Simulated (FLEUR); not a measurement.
# Co (c factor at fixed volume 1.15 on the database's cell): from one collinear state to anisotropy

One state of Co (c factor at fixed volume 1.15 on the database's cell) is converged without symmetry. Force theorems then give its anisotropy.

Main program and level: FLEUR MaX-R8.1; PBE; all-electron FLAPW, Dirac cores, scalar-relativistic bands.

## 1. The starting structure

It takes space group P6_3/mmc (No. 194, hexagonal). The conventional cell has a = 2.338 Å, b = 2.338 Å, c = 4.680 Å, α = 90.00°, β = 90.00°, γ = 120.00°. Nearest to Co lie 6 Co at 2.34 Å.

Coordinates:

```
Co
1.0
     2.33816    0.00000    0.00000
    -1.16908    2.02491    0.00000
     0.00000    0.00000    4.68039
Co
2
Direct
  0.33333 0.66667 0.25000
  0.66667 0.33333 0.75000
```

The cell is strained on purpose: c factor at fixed volume 1.15 on the database's cell.

## 2. Self-consistent state

The force theorems are single passes in this state's potential, so it has to be converged first.

No symmetry is used, so that later steps may turn the spins freely; k and −k are joined. inpgen writes inp.xml from crystal.txt; cutoffs, mixing, functional, smearing and local orbitals are then set in the file. The k list scf (kpts.xml, not shown) is a Γ-centred 14×14×6 mesh; where the ranks do not divide the number of points, some are split in two of half the weight.

The input, inp.xml:

```
<?xml version="1.0" encoding="UTF-8" standalone="no"?>
<fleurInput fleurInputVersion="0.39">
   <comment>
      Co
   </comment>
   <calculationSetup>
      <cutoffs Kmax="3.81" Gmax="11.4" GmaxXC="11.4" numbands="0"/>
      <scfLoop itmax="110" minDistance="0.00002" maxIterBroyd="15" imix="Anderson" alpha="0.05" precondParam="0.0" spinf="2.0" sdNocoIR="T"/>
      <coreElectrons ctail="F" frcor="F" kcrel="0" coretail_lmax="0"/>
      <xcFunctional name="pbe" relativisticCorrections="F"/>
      <magnetism jspins="2" l_noco="F" l_ss="F">
         <qss>0.0 0.0 0.0</qss>
         <mtNocoParams l_mperp="F" l_mtNocoPot="F" l_relaxSQA="F" mag_mixing_scheme="0" mix_RelaxWeightOffD="1.0" l_constrained="F" mix_constr="1.0"/>
         <sourceFreeMag l_sourceFree="F" l_scaleMag="F" mag_scale="1.0"/>
      </magnetism>
      <soc l_soc="F" theta="0.0" phi="0.0" spav="F"/>
      <expertModes spex="0" secvar="F"/>
      <geometryOptimization l_f="F" forcealpha="1.0" forcemix="BFGS" epsdisp="0.00001" epsforce="0.00001"/>
      <ldaU l_linMix="F" mixParam="0.05" spinf="1.0"/>
   </calculationSetup>
   <cell>
      <bzIntegration valenceElectrons="34.0" mode="hist" fermiSmearingEnergy="0.00183747">
         <kPointListSelection listName="scf"/>
         <xi:include xmlns:xi="http://www.w3.org/2001/XInclude" href="kpts.xml"> </xi:include>
      </bzIntegration>
      <xi:include xmlns:xi="http://www.w3.org/2001/XInclude" href="sym.xml"> </xi:include>
      <bulkLattice scale="1.0">
         <bravaisMatrix>
            <row-1>    4.4184868675811284     0.0000000013039110     0.0000000000000000</row-1>
            <row-2>   -2.2092434349149510     3.8265218729601695     0.0000000000000000</row-2>
            <row-3>    0.0000000000000000     0.0000000000000000     8.8446458076859713</row-3>
         </bravaisMatrix>
      </bulkLattice>
   </cell>
   <atomSpecies>
      <species name="Cobalt (Co2.000" element="Co" atomicNumber="27">
         <mtSphere radius="2.15" gridPoints="711" logIncrement="0.017"/>
         <atomicCutoffs lmax="8" lnonsphr="6"/>
         <electronConfig flipSpins="F">
            <coreConfig>(1s1/2) (2s1/2) (2p1/2) (2p3/2)</coreConfig>
            <valenceConfig>(3s1/2) (3p1/2) (3p3/2) (4s1/2) (3d3/2) (3d5/2)</valenceConfig>
            <stateOccupation state="(3d3/2)" spinUp="1.5" spinDown="1.3"/>
            <stateOccupation state="(3d5/2)" spinUp="3.0" spinDown="1.2"/>
         </electronConfig>
         <energyParameters s="4" p="4" d="3" f="4"/>
         <lo type="SCLO" l="0" n="3" eDeriv="0"/>
         <lo type="SCLO" l="1" n="3" eDeriv="0"/>
      </species>
   </atomSpecies>
   <atomGroups>
      <atomGroup species="Cobalt (Co2.000">
         <relPos label="                   1">1.000/3.000 -1.000/3.000 1.000/4.000</relPos>
         <force calculate="T" relaxXYZ="TTT"/>
         <nocoParams  alpha="0.0" beta="0.0"/>
      </atomGroup>
      <atomGroup species="Cobalt (Co2.000">
         <relPos label="                   2">-1.000/3.000 1.000/3.000 -1.000/4.000</relPos>
         <force calculate="T" relaxXYZ="TTT"/>
         <nocoParams  alpha="0.0" beta="0.0"/>
      </atomGroup>
   </atomGroups>
   <output dos="F" band="F" slice="F">
      <bandDOS minEnergy="-.5*Htr" maxEnergy="0.5*Htr" sigma="0.015" storeEVData="T"/>
      <plotting iplot="0" polar="F">
         <plot TwoD="T" vec1="  1.0  0.0  0.0" vec2="  0.0  1.0  0.0" vec3="  0.0  0.0  1.0" zero="  0.0  0.0  0.0" file="plot"/>
      </plotting>
      <moessbauerParams electricFieldGradient="F" isomerShift="F" coreHyperfine="F" valenceHyperfine="F"/>
   </output>
</fleurInput>
```

The input, crystal.txt:

```
Co
&input film=F cartesian=F /
2.33816255703  0.00000000069  0.00000000000
-1.16908127911  2.02490817222  0.00000000000
0.00000000000  0.00000000000  4.68038500000
1.8897261246
1.0 1.0 1.0

2
27 0.33333333333  0.66666666667  0.25000000000 : 2.000
27 0.66666666667  0.33333333333  0.75000000000 : 2.000

&kpt div1=14 div2=14 div3=6 gamma=T /
```

On the command line:

```console
OMP_NUM_THREADS=1 inpgen -f crystal.txt -nosym -noco > inpgen.log  # inp.xml is then edited as shown
OMP_NUM_THREADS=1 mpirun -n 4 fleur_MPI > fleur.log
```

Log:

```text
Welcome to FLEUR        (www.flapw.de)
      MaX-Release 8.1          (www.max-centre.eu)

 ========== k-point set info ==========
 Selected k-point list: scf
 k-point list type: mesh
 0 x 0 x 0
 Number of k points: 592

 ------------Calculation Setup---------------------------
 Number of MPI-tasks      :            4
 Number of PE/node        :            4
 Number of OMP-threads    :            1
 k-points in parallel     :            4
 pe's per k-point         :            1
 No of k-point loops      :          148
 Eigenvalue solver        :       lapack
 Number of basis functions:          166
 Approximate size of matrices (H+S) per k-point:         0.001 GB
 --------------------------------------------------------
 Iteration:     1   Distance:       9.30027163 me/bohr^3
 Iteration:     2   Distance:       8.19691801 me/bohr^3
 Iteration:     3   Distance:       5.43206728 me/bohr^3
 Iteration:     4   Distance:       2.19006036 me/bohr^3
 Iteration:     5   Distance:       1.62632153 me/bohr^3
 Iteration:     6   Distance:       1.00916272 me/bohr^3
 Iteration:     7   Distance:       0.46190981 me/bohr^3
 Iteration:     8   Distance:       0.18434470 me/bohr^3
 Iteration:     9   Distance:       0.18169223 me/bohr^3
 Iteration:    10   Distance:       0.05631489 me/bohr^3
 Iteration:    11   Distance:       0.05740998 me/bohr^3
 Iteration:    12   Distance:       0.01152360 me/bohr^3
 Iteration:    13   Distance:       0.00436897 me/bohr^3
 Iteration:    14   Distance:       0.00090394 me/bohr^3
 Iteration:    15   Distance:       0.00075759 me/bohr^3
 Iteration:    16   Distance:       0.00072960 me/bohr^3
 Iteration:    17   Distance:       0.00060623 me/bohr^3
 Iteration:    18   Distance:       0.00050979 me/bohr^3
 Iteration:    19   Distance:       0.00016912 me/bohr^3
 Iteration:    20   Distance:       0.00009291 me/bohr^3
 Iteration:    21   Distance:       0.00001529 me/bohr^3

 ********************************************************************
 Run finished successfully
 Stop message:
   all done
 ********************************************************************

--- out.xml (last complete iteration) ---
<iteration numberForCurrentRun="   21" overallNumber="   21">
         <energyParameters units="Htr">
            <atomicEP atomType="1" spin="1" branch="4s" branchLowest="-3.15" branchHighest="2.18" value="0.1875179304"/>
            <atomicEP atomType="1" spin="1" branch="4p" branchLowest="-1.79" branchHighest="2.81" value="0.3216888480"/>
            <atomicEP atomType="1" spin="1" branch="3d" branchLowest="-9.99" branchHighest="0.42" value="0.2704665076"/>
            <atomicEP atomType="1" spin="1" branch="4f" branchLowest="-9.99" branchHighest="3.96" value="0.6368891954"/>
            <loAtomicEP atomType="1" spin="1" branch="3s" branchLowest="-32.41" branchHighest="-3.15" value="-3.1633949606"/>
            <loAtomicEP atomType="1" spin="1" branch="3p" branchLowest="-27.66" branchHighest="-1.79" value="-1.8139293039"/>
            <atomicEP atomType="2" spin="1" branch="4s" branchLowest="-3.15" branchHighest="2.18" value="0.1875179304"/>
            <atomicEP atomType="2" spin="1" branch="4p" branchLowest="-1.79" branchHighest="2.81" value="0.3216888480"/>
            <atomicEP atomType="2" spin="1" branch="3d" branchLowest="-9.99" branchHighest="0.42" value="0.2704665076"/>
            <atomicEP atomType="2" spin="1" branch="4f" branchLowest="-9.99" branchHighest="3.96" value="0.6368891954"/>
            <loAtomicEP atomType="2" spin="1" branch="3s" branchLowest="-32.41" branchHighest="-3.15" value="-3.1633949606"/>
            <loAtomicEP atomType="2" spin="1" branch="3p" branchLowest="-27.66" branchHighest="-1.79" value="-1.8139293040"/>
            <atomicEP atomType="1" spin="2" branch="4s" branchLowest="-3.08" branchHighest="2.23" value="0.1861206298"/>
            <atomicEP atomType="1" spin="2" branch="4p" branchLowest="-1.71" branchHighest="2.86" value="0.3166079551"/>
            <atomicEP atomType="1" spin="2" branch="3d" branchLowest="-9.99" branchHighest="0.50" value="0.3227816272"/>
            <atomicEP atomType="1" spin="2" branch="4f" branchLowest="-9.99" branchHighest="4.01" value="0.6292097086"/>
            <loAtomicEP atomType="1" spin="2" branch="3s" branchLowest="-32.38" branchHighest="-3.08" value="-3.0869762861"/>
            <loAtomicEP atomType="1" spin="2" branch="3p" branchLowest="-27.63" branchHighest="-1.71" value="-1.7395489045"/>
            <atomicEP atomType="2" spin="2" branch="4s" branchLowest="-3.08" branchHighest="2.23" value="0.1861206297"/>
            <atomicEP atomType="2" spin="2" branch="4p" branchLowest="-1.71" branchHighest="2.86" value="0.3166079551"/>
            <atomicEP atomType="2" spin="2" branch="3d" branchLowest="-9.99" branchHighest="0.50" value="0.3227816272"/>
            <atomicEP atomType="2" spin="2" branch="4f" branchLowest="-9.99" branchHighest="4.01" value="0.6292097086"/>
            <loAtomicEP atomType="2" spin="2" branch="3s" branchLowest="-32.38" branchHighest="-3.08" value="-3.0869762861"/>
            <loAtomicEP atomType="2" spin="2" branch="3p" branchLowest="-27.63" branchHighest="-1.71" value="-1.7395489046"/>
         </energyParameters>
         <bandgap value="0.0000000000" units="eV"/>
         <sumValenceSingleParticleEnergies value="-28.8286152940" units="Htr"/>
         <FermiEnergy value="0.3737757998" units="Htr"/>
         <valenceDensity>
            <mtCharges spin="1">
               <mtCharge atomType="1" total="8.7066964" s="1.1770354" p="3.1407908" d="4.3742238" f="0.0110661"/>
               <mtCharge atomType="2" total="8.7066964" s="1.1770354" p="3.1407908" d="4.3742238" f="0.0110661"/>
            </mtCharges>
            <mtCharges spin="2">
               <mtCharge atomType="1" total="6.9888799" s="1.1793943" p="3.1670932" d="2.6288265" f="0.0105554"/>
               <mtCharge atomType="2" total="6.9888799" s="1.1793943" p="3.1670932" d="2.6288265" f="0.0105554"/>
            </mtCharges>
            <spinDependentCharge spin="1" total="18.6584379" interstitial="1.2450452" mtSpheres="17.4133927"/>
            <spinDependentCharge spin="2" total="15.3415621" interstitial="1.3638023" mtSpheres="13.9777598"/>
            <totalCharge value="34.0000000000"/>
         </valenceDensity>
         <coreStates atomType="     1" atomicNumber=" 27" spin="1" kinEnergy="    624.7480334741" eigValSum="   -393.7587593297" lostElectrons=" 0.000000">
            <state n="1" l="0" j="0.5" energy="-278.3457423101" weight="1.0000000000"/>
            <state n="2" l="0" j="0.5" energy="-32.4118730989" weight="1.0000000000"/>
            <state n="2" l="1" j="0.5" energy="-28.0299486554" weight="1.0000000000"/>
            <state n="2" l="1" j="1.5" energy="-27.4855976326" weight="2.0000000000"/>
         </coreStates>
         <coreStates atomType="     1" atomicNumber=" 27" spin="2" kinEnergy="    625.1113056274" eigValSum="   -393.6409412978" lostElectrons=" 0.000000">
            <state n="1" l="0" j="0.5" energy="-278.3460206547" weight="1.0000000000"/>
            <state n="2" l="0" j="0.5" energy="-32.3756203174" weight="1.0000000000"/>
            <state n="2" l="1" j="0.5" energy="-28.0032321819" weight="1.0000000000"/>
            <state n="2" l="1" j="1.5" energy="-27.4580340719" weight="2.0000000000"/>
         </coreStates>
         <coreStates atomType="     2" atomicNumber=" 27" spin="1" kinEnergy="    624.7480334741" eigValSum="   -393.7587593299" lostElectrons=" 0.000000">
            <state n="1" l="0" j="0.5" energy="-278.3457423101" weight="1.0000000000"/>
            <state n="2" l="0" j="0.5" energy="-32.4118730989" weight="1.0000000000"/>
            <state n="2" l="1" j="0.5" energy="-28.0299486555" weight="1.0000000000"/>
            <state n="2" l="1" j="1.5" energy="-27.4855976327" weight="2.0000000000"/>
         </coreStates>
         <coreStates atomType="     2" atomicNumber=" 27" spin="2" kinEnergy="    625.1113056274" eigValSum="   -393.6409412980" lostElectrons=" 0.000000">
            <state n="1" l="0" j="0.5" energy="-278.3460206547" weight="1.0000000000"/>
            <state n="2" l="0" j="0.5" energy="-32.3756203174" weight="1.0000000000"/>
            <state n="2" l="1" j="0.5" energy="-28.0032321819" weight="1.0000000000"/>
            <state n="2" l="1" j="1.5" energy="-27.4580340720" weight="2.0000000000"/>
         </coreStates>
         <allElectronCharges>
            <spinDependentCharge spin="1" total="28.6584379" interstitial="1.2450452" mtSpheres="27.4133927"/>
            <spinDependentCharge spin="2" total="25.3415621" interstitial="1.3638023" mtSpheres="23.9777598"/>
            <totalCharge value="54.0000000003"/>
         </allElectronCharges>
         <magneticMomentsInMTSpheres units="muBohr">
            <globalMagMoment atomType="1" vec="0.00000   0.00000   1.71782"/>
            <localMagMoment atomType="1" vec="0.00000   0.00000   1.71782"/>
            <globalMagMoment atomType="2" vec="0.00000   0.00000   1.71782"/>
            <localMagMoment atomType="2" vec="0.00000   0.00000   1.71782"/>
         </magneticMomentsInMTSpheres>
         <moessbauerParams unitsHFF="kG" unitsIS="e/bohr^3" unitsEFG="Htr/bohr^2">
         </moessbauerParams>
         <totalEnergy value="    -2786.9282405522" units="Htr">
            <sumOfEigenvalues value="    -1603.6280165493">
               <coreElectrons value="-1574.7994012553"/>
               <valenceElectrons value="-28.8286152940"/>
            </sumOfEigenvalues>
            <densityCoulombPotentialIntegral value="-4276.9061237115"/>
            <densityEffectivePotentialIntegral value="-4431.9796738465"/>
            <chargeDenXCDenIntegral value="-119.4172627242"/>
            <FockExchangeEnergyValence value="0.0000000000"/>
            <FockExchangeEnergyCore value="0.0000000000"/>
            <atomTypeDependentContributions atomType="1">
               <electronNucleiInteractionDifferentMTs value="1666.3748259554"/>
               <MadelungTerm value="-12.3299606796"/>
            </atomTypeDependentContributions>
            <atomTypeDependentContributions atomType="2">
               <electronNucleiInteractionDifferentMTs value="1666.3748259547"/>
               <MadelungTerm value="-12.3299606797"/>
            </atomTypeDependentContributions>
            <tkbTimesEntropy value="0.0007202413"/>
            <freeEnergy value="-2786.9289607935"/>
            <extrapolationTo0K value="-2786.9286006728"/>
         </totalEnergy>
         <densityConvergence units="me/bohr^3">
            <chargeDensity spin="1" distance="0.0000122951"/>
            <chargeDensity spin="2" distance="0.0000065717"/>
            <overallChargeDensity distance="0.0000124463"/>
            <spinDensity distance="0.0000152906"/>
         </densityConvergence>
      </iteration>
```

Elapsed: 95 s, on 4 MPI ranks of Intel Xeon 6975P-C (Granite Rapids), shared host; peak memory 0.49 GiB; 6.3 min of CPU time.

Read from the output:

```
free energy                                                       : -75836.2004 eV
program's band gap on this mesh (in a metal only a level spacing) : 0 eV
magnetization                                                     : 3.317 μB
final state                                                       : ferromagnetic
largest moment                                                    : 1.718 μB
```

After 21 cycles the largest moment stands at 1.72 μB.

## 3. Energy against the direction of the moments, rung 1

Anisotropy is a small difference, so it is taken from sums over occupied states at a frozen potential, where most errors cancel.

One pass with spin–orbit coupling for each direction, from the saved density. Inversion lets half of the mesh serve, which the program's warning doesn't know. The k list mae (kpts.xml, not shown) is a Γ-centred 19×19×8 mesh.

Edit inp.xml of step 2 so:

```diff
@@ -6,4 +6,4 @@
    <calculationSetup>
-      <cutoffs Kmax="3.81" Gmax="11.4" GmaxXC="11.4" numbands="0"/>
-      <scfLoop itmax="110" minDistance="0.00002" maxIterBroyd="15" imix="Anderson" alpha="0.05" precondParam="0.0" spinf="2.0" sdNocoIR="T"/>
+      <cutoffs Kmax="3.81" Gmax="11.4" GmaxXC="11.4" numbands="74"/>
+      <scfLoop itmax="1" minDistance="0.00002" maxIterBroyd="15" imix="Anderson" alpha="0.05" precondParam="0.0" spinf="2.0" sdNocoIR="T"/>
       <coreElectrons ctail="F" frcor="F" kcrel="0" coretail_lmax="0"/>
@@ -15,3 +15,3 @@
       </magnetism>
-      <soc l_soc="F" theta="0.0" phi="0.0" spav="F"/>
+      <soc l_soc="T" theta="0.0" phi="0.0" spav="F"/>
       <expertModes spex="0" secvar="F"/>
@@ -22,3 +22,3 @@
       <bzIntegration valenceElectrons="34.0" mode="hist" fermiSmearingEnergy="0.00183747">
-         <kPointListSelection listName="scf"/>
+         <kPointListSelection listName="mae"/>
          <xi:include xmlns:xi="http://www.w3.org/2001/XInclude" href="kpts.xml"> </xi:include>
@@ -68,2 +68,5 @@
    </output>
+   <forceTheorem>
+      <MAE theta="0.0 1.5707963 1.5707963 0.7853982" phi="0.0 0.0 0.5235988 0.0"/>
+   </forceTheorem>
 </fleurInput>
```

On the command line:

```console
OMP_NUM_THREADS=1 mpirun -n 4 fleur_MPI -warn_only > fleur.log
```

Log:

```text
[banner, memory and clock lines left out]
Welcome to FLEUR        (www.flapw.de)
      MaX-Release 8.1          (www.max-centre.eu)
************FLEUR-Warning*****************
Error message: k-point set is not compatible to missing time-reversal symmetry in calculation.
Error occurred in subroutine: gen_bz
Error from PE:0/4
Other PEs with error messages:
     1-k-point set is not compatible to missing time-reversal symmetry in calculation.
     2-k-point set is not compatible to missing time-reversal symmetry in calculation.
     3-k-point set is not compatible to missing time-reversal symmetry in calculation.
*****************************************

 ========== k-point set info ==========
 Selected k-point list: mae
 k-point list type: mesh
 0 x 0 x 0
 Number of k points: 1448

************FLEUR-Warning*****************
Error message: k-point set is not compatible to missing time-reversal symmetry in calculation.
Error occurred in subroutine: gen_bz
Error from PE:1/4
Other PEs with error messages:
     2-k-point set is not compatible to missing time-reversal symmetry in calculation.
*****************************************
 [... set-up left out ...]
 ********************************************************************
 Run finished successfully
 Stop message:
   Forcetheorem MAE
 ********************************************************************

--- out.xml (force theorem) ---
<Forcetheorem_MAE Angles="4" units="Htr">
            <Angle theta="0.0000000" phi="0.0000000" ev-sum="-28.829815457"/>
            <Angle theta="1.5707963" phi="0.0000000" ev-sum="-28.829819832"/>
            <Angle theta="1.5707963" phi="0.5235988" ev-sum="-28.829819826"/>
            <Angle theta="0.7853982" phi="0.0000000" ev-sum="-28.829817556"/>
         </Forcetheorem_MAE>
```

Wall time 80 s (4 MPI ranks); peak memory 1.4 GiB.

Anisotropy energies, by row:

```tsv
axis	x	y	z	band energy less the first axis' (meV a cell)
[001]	0	0	1	0
[100]	1	0	0	-0.1191
[210]	0.866	0.5	0	-0.1189
45 degrees from [001] toward [100]	0.7071	0	0.7071	-0.05712
```

Indices are those of the standard conventional cell; x, y, z give the same directions in the axes of the input.

(Continued in part 2 of 2.)

[Logs and program files are shortened in this print: banners, set-up blocks, solver, clock and traceback lines can be left out without a mark of their own.]

[Logs are printed without paths, hosts, clocks, repeated set-up lines and the standing remarks that a program may print on its own settings, such as how far it seeks lower states.]

[Hosts, paths, dates, database ids (printed as entryN), source tags and the programs' standing remarks are cut or masked in the printed files.]

[Where a cell is said to come from a database of computed structures, the database is the Materials Project.]
